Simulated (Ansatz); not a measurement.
# A thicker film of CeO2 (110) from two thinner ones

In a field along its normal an insulating film takes a dipole p. Written as a length, p/(ε₀AE), it should grow by 1 − 1/ε for each ångström added.

Set-up. Ansatz 0.2.0, plane waves with PAW datasets (its set soft_2), PBE; fluorite films relaxed at a bulk in-plane lattice constant near the measured one, then held in weak fields of both signs with a dipole correction (A is the cell's area, E the outer field).

| run | distance between the outer atoms (Å) | p/(ε₀AE) (Å) |
| --- | --- | --- |
| 4 units | 5.793 | 6.923 |
| 6 units | 9.691 | 10.348 |
| 9 units | 15.546 | ? |

**Question.** What value belongs in the row marked “?”, and how far can the other rows tell?

Two rows fix a line: slope = (10.348 − 6.923) / (9.691 − 5.793) = 0.8787, intercept 1.8326. That slope means ε = 1/(1 − 0.8787) = 8.24. At 15.546 it gives 0.8787 × 15.546 + 1.8326 = 15.493 Å, beyond the rows fitted. Rounding of the rows alone allows about ±0.004 Å there; two rows can't show whether the line holds.

The run itself gives 15.454 Å: a miss of −0.039 Å, or 0.3 % of the value. The length is met to within 1 %, though ε is more sensitive than the length: the two thickest films give ε = 7.82.

Caveats: This is the electronic response alone. A unit is one step of the cut along the normal (a plane, a pair of planes or a cell), and the layers relax along it, away from their bulk spacing where the functional's lattice constant differs from the one held.
